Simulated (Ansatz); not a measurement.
# How aqueous H3O+ and Cl-, mol of acid per kg of water changes with salt concentration

How do pressure, forces, levels, charges and cost change as salt is added?

Computed with Ansatz 0.2.0: Kohn-Sham DFT, PBEsol, PAW (set soft_2). Every run is a single point, with the atoms held where the recipe put them (cutoff of the plane-wave runs 420 eV, fixed occupations).

First member: 67 H2O, 1 H3O+, 1 Cl- placed at random, at 1.01 g/cm³; overlaps pushed apart, then 10 ps at 420 K with Joung-Cheatham ions (J. Phys. Chem. B 112, 9020 (2008)); MMFF94 bonds, angles, torsions, charges and radii (Halgren, J. Comput. Chem. 17, 490 (1996)) in harmonic and 12-6 forms; SPC/E water (Berendsen, Grigera and Straatsma, J. Phys. Chem. 91, 6269 (1987)). Snapshot after 20 ps at 280 K and fixed volume.

Last member: 59 H2O, 6 H3O+, 6 Cl- placed at random, at 1.09 g/cm³; overlaps pushed apart, then 10 ps at 420 K with Joung-Cheatham ions (J. Phys. Chem. B 112, 9020 (2008)); MMFF94 bonds, angles, torsions, charges and radii (Halgren, J. Comput. Chem. 17, 490 (1996)) in harmonic and 12-6 forms; SPC/E water (Berendsen, Grigera and Straatsma, J. Phys. Chem. 91, 6269 (1987)). Snapshot after 20 ps at 280 K and fixed volume.

The members:

```csv
salt concentration (mol/kg),reduced formula,atoms,valence electrons,k-mesh,basis,density (g/cm³)
0.83,H137ClO68,206,552,1×1×1,plane waves,1.01
1.68,H69ClO34,208,560,1×1×1,plane waves,1.03
2.6,H137Cl3O67,207,560,1×1×1,plane waves,1.04
3.58,H68Cl2O33,206,560,1×1×1,plane waves,1.06
5.64,H136Cl6O65,207,568,1×1×1,plane waves,1.09
```

Each cell is one sample from a classical run, so sample-to-sample scatter enters every column; pressures lack the kinetic term, and hold the strain of bonds inside molecules, whose lengths the classical model set.

The input of the first member, without its atom lines; other members have their own cell and atoms, and may differ in mesh, basis and outputs:

```yaml
crystal:
  lattice:
    - [12.74011, 0.0, 0.0]
    - [0.0, 12.74011, 0.0]
    - [0.0, 0.0, 12.74011]
  atoms:
    [... 206 lines ...]
kpoints:
  mp_grid: { grid: [1, 1, 1] }
hamiltonian:
  xc: pbesol
scf:
  occupations: { method: fixed }
output:
  forces: true
  stress: true
  populations: true
  dos:
    method: { smearing: { sigma: 0.15 } }
    de: 0.1
    projected: { site_lists: { Cl: [Cl], H: [H], O: [O] } }
  eigenvalues: true
  write_density: true
  write_potential: true
  volumetric_format: npy
```

Predict the trends along the series.

Results; charges are mean Löwdin charges in e:

```csv
salt concentration (mol/kg),pressure (GPa),r.m.s. force (eV/Å),gap (eV),q(Cl),q(O),q(H)
0.83,-2.68,0.480,4.03,-0.54,-0.69,+0.39
1.68,-2.38,0.477,3.91,-0.51,-0.69,+0.39
2.6,-2.46,0.492,3.82,-0.51,-0.68,+0.39
3.58,-2.15,0.464,4.05,-0.53,-0.68,+0.39
5.64,-2.31,0.517,3.71,-0.53,-0.68,+0.39
```

The gap is that between the highest filled and lowest empty Kohn-Sham level on the run's k-points, and semilocal functionals tend to put gaps under measured ones. The projection misses up to 0.029 e an atom, so the charges add up to more than the cell's charge. Each mean runs over all atoms of an element, whatever their surroundings.

Cost on 8 threads of Arm Neoverse N1, shared host:

```csv
salt concentration (mol/kg),atoms,basis,k-mesh,SCF cycles,time,host memory (GiB),Δ force from the first basis (meV/Å)
0.83,206,plane waves,1×1×1,9,38 s,2.9,-
0.83,206,support functions,1×1×1,12,1.8 min,4.7,13
1.68,208,plane waves,1×1×1,9,40 s,3.0,-
1.68,208,support functions,1×1×1,12,1.8 min,4.7,13
2.6,207,plane waves,1×1×1,9,39 s,3.0,-
2.6,207,support functions,1×1×1,12,1.8 min,4.7,13
3.58,206,plane waves,1×1×1,9,40 s,3.0,-
3.58,206,support functions,1×1×1,12,1.8 min,4.7,13
5.64,207,plane waves,1×1×1,9,40 s,3.0,-
5.64,207,support functions,1×1×1,12,1.9 min,4.8,12
```

The force difference holds the basis error of the plane-wave run too, whose cutoff is lower than the one behind the functions' grid. Times include the outputs that each run asked for, on hosts shared with other jobs.

What the series shows: The gap is lowest at 5.64 mol/kg (3.71 eV) and highest at 3.58 mol/kg (4.05 eV), with no steady trend; in single samples it varies with the configuration. The pressure is lowest at 0.83 mol/kg (-2.7 GPa) and highest at 3.58 mol/kg (-2.2 GPa); the recipes set unlike densities, and the bond lengths of the classical model enter the pressure too. Support functions take 2.7 to 2.9 times the wall time of plane waves (the times hold unlike extra outputs; shared hosts, so rough).

**Limits.** The network of contacts between molecules at the start is that of the classical potential that made the cell, and needn't be the one that DFT or experiment would give. The functional has no dispersion term, which matters between molecules.

[Logs are printed without paths, hosts, clocks, repeated set-up lines and the standing remarks that a program may print on its own settings, such as how far it seeks lower states.]

[Hosts, paths, dates, database ids (printed as entryN), source tags and the programs' standing remarks are cut or masked in the printed files.]

[The MMFF94 radii named for the starting cell were scaled by 0.96; in molecules described by MMFF94, hydrogen bound to N, O or S took a small fixed 12-6 site in their place.]
